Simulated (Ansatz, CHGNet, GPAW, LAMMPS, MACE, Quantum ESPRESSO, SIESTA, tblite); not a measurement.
**Other levels on glassy 65P2O5-35BaO (mol %) (89 atoms)**

Density of this cell: 3.03 g/cm³. The cell holds 89 atoms: 22 P, 6 Ba and 61 O. Cell: a = 11.076 Å, b = 11.076 Å, c = 11.076 Å, α = 90.0°, β = 90.0°, γ = 90.0°. 89 atoms (22 P, 6 Ba, 61 O) placed at random at 3.09 g/cm³, melted at 4000 K for 10 ps at fixed volume with the Morse and Coulomb pair potential with partial charges (Pedone, Malavasi, Menziani, Cormack and Segre, J. Phys. Chem. B 110, 11780 (2006)). Quenched from 4000 K to 300 K at 10 K/ps and fixed volume, held 10 ps at zero pressure.

Geometry: as built.

The reference, a calculation:

```
method                                           : Kohn-Sham DFT, PBE, PAW, plane waves (Ansatz 0.2.0); cutoff 420 eV, Γ point, fermi-dirac smearing of 0.05 eV; PAW set soft_2
r.m.s. force component                           : 1.485 eV/Å
longest force                                    : 7.819 eV/Å
pressure                                         : 1.929 GPa
gap (highest filled to lowest empty level) : 0.5265 eV
SCF cycles                                       : 11
time                                             : 25 s on 4 threads of Arm Neoverse V1, shared host
CPU time                                         : 94 s
```

Q: Estimate the differences from the reference, the CPU time and the memory of each run.
- GPAW PBE, LCAO dzp, h 0.18 Å (GPAW 26.7.0; 1 thread)
- SIESTA PBE, DZP, shift 0.01 Ry, mesh 500 Ry (SIESTA 5.4.2; 2 MPI ranks)
- GPAW PBE, LCAO dzp, h 0.22 Å (GPAW 26.7.0; 1 thread)
- CHGNet 0.3.0 potential (CHGNet 0.3.0; 1 thread)
- CHGNet r2SCAN potential (CHGNet r2SCAN; 1 thread)
- SIESTA PBE, DZ, shift 0.01 Ry, mesh 500 Ry (SIESTA 5.4.2; 2 MPI ranks)
- QE PBE, sssp-1.3.0-efficiency, 60/480 Ry (Quantum ESPRESSO 7.5; 4 MPI ranks)
- MACE MPA-0 medium potential (MACE MPA-0 medium; 1 thread)
- GPAW PBE, LCAO dzp, h 0.18 Å, other mixer settings (GPAW 26.7.0; 2 MPI ranks)
- SIESTA PBE, SZ, shift 0.01 Ry, mesh 500 Ry (SIESTA 5.4.2; 1 thread)

Differences are against the plane-wave reference, forces as r.m.s. over components; share is that over the reference's r.m.s. force, slope the least-squares factor from reference forces to these. Total energies of different programs have different zeros and aren't compared.

```csv
run,"Δ force, r.m.s. (meV/Å)",share (%),slope,Δ pressure (GPa),Δ gap (eV),cores,CPU time,memory (GiB)
reference,-,-,-,-,-,4,94 s,1.7
"GPAW PBE, LCAO dzp, h 0.18 Å",575,38.7,1.108,-,-0.196,1,3.9 min,1.5
"SIESTA PBE, DZP, shift 0.01 Ry, mesh 500 Ry",317,21.4,1.099,2.64,-,2,5 min,1.9
"GPAW PBE, LCAO dzp, h 0.22 Å (coarse)",584,39.3,1.101,-,-0.197,1,2.8 min,1.1
CHGNet 0.3.0 potential,408,27.5,0.884,0.308,-,1,4.6 s,1.1
CHGNet r2SCAN potential,581,39.1,0.756,-4.65,-,1,4.3 s,1.0
"SIESTA PBE, DZ, shift 0.01 Ry, mesh 500 Ry (coarse)",2268,153,1.184,24.3,-,2,3.1 min,1.3
"QE PBE, sssp-1.3.0-efficiency, 60/480 Ry",92.0,6.19,1.002,0.648,0.0035,4,28 min,4.4
MACE MPA-0 medium potential,292,19.6,0.901,-0.0835,-,1,9.6 s,0.98
"GPAW PBE, LCAO dzp, h 0.18 Å, other mixer settings",575,38.7,1.108,-,-0.195,2,4.9 min,1.8
"SIESTA PBE, SZ, shift 0.01 Ry, mesh 500 Ry (coarse)",3211,216,1.298,36.6,-,1,3.6 min,0.85
```

Rows marked coarse were listed beforehand as settings not expected to be converged; some can still land near the reference.

Times of the machine-learned potentials are mostly Python's start and the loading of weights.

CPU time is summed over cores on a shared host, where runs went side by side, so it is rough. Symmetry, cutoffs, thresholds, outputs and thread counts weren't matched or tuned between programs; memory under MPI is the largest rank's times the ranks.

PBE on plane waves or a grid with other potentials, cutoffs or grids, coarse settings apart, differs from the reference by 6.2 % (QE PBE, sssp-1.3.0-efficiency, 60/480 Ry) of the r.m.s. force; potentials, valence shells or grid differ, and the table alone doesn't part them (QE's 60 Ry are 816 eV, against the reference's 420 eV). The PBE runs in local orbitals, coarse settings apart, differ by 21 % (SIESTA PBE, DZP, shift 0.01 Ry, mesh 500 Ry) to 39 % (GPAW PBE, LCAO dzp, h 0.18 Å, other mixer settings); basis, grid and potentials can all enter. Machine-learned potentials differ by 20 % (MACE MPA-0 medium potential) to 39 % (CHGNet r2SCAN potential); they were trained on other programs' data, some at another functional. Runs with settings chosen to be coarse differ by 39 % (GPAW PBE, LCAO dzp, h 0.22 Å) to 216 % (SIESTA PBE, SZ, shift 0.01 Ry, mesh 500 Ry), their programs' other errors included. Machine-learned potentials mimic data converged in k, so the reference's own k-point error enters their differences. The network of bonds at the start is that of the classical potential that made the cell, and needn't be the one that DFT or experiment would give. The electronic-structure runs sample only Γ, in a cell whose shortest periodic width is 11 Å.

[Logs are printed without paths, hosts, clocks, repeated set-up lines and the standing remarks that a program may print on its own settings, such as how far it seeks lower states.]

[Hosts, paths, dates, database ids (printed as entryN), source tags and the programs' standing remarks are cut or masked in the printed files.]
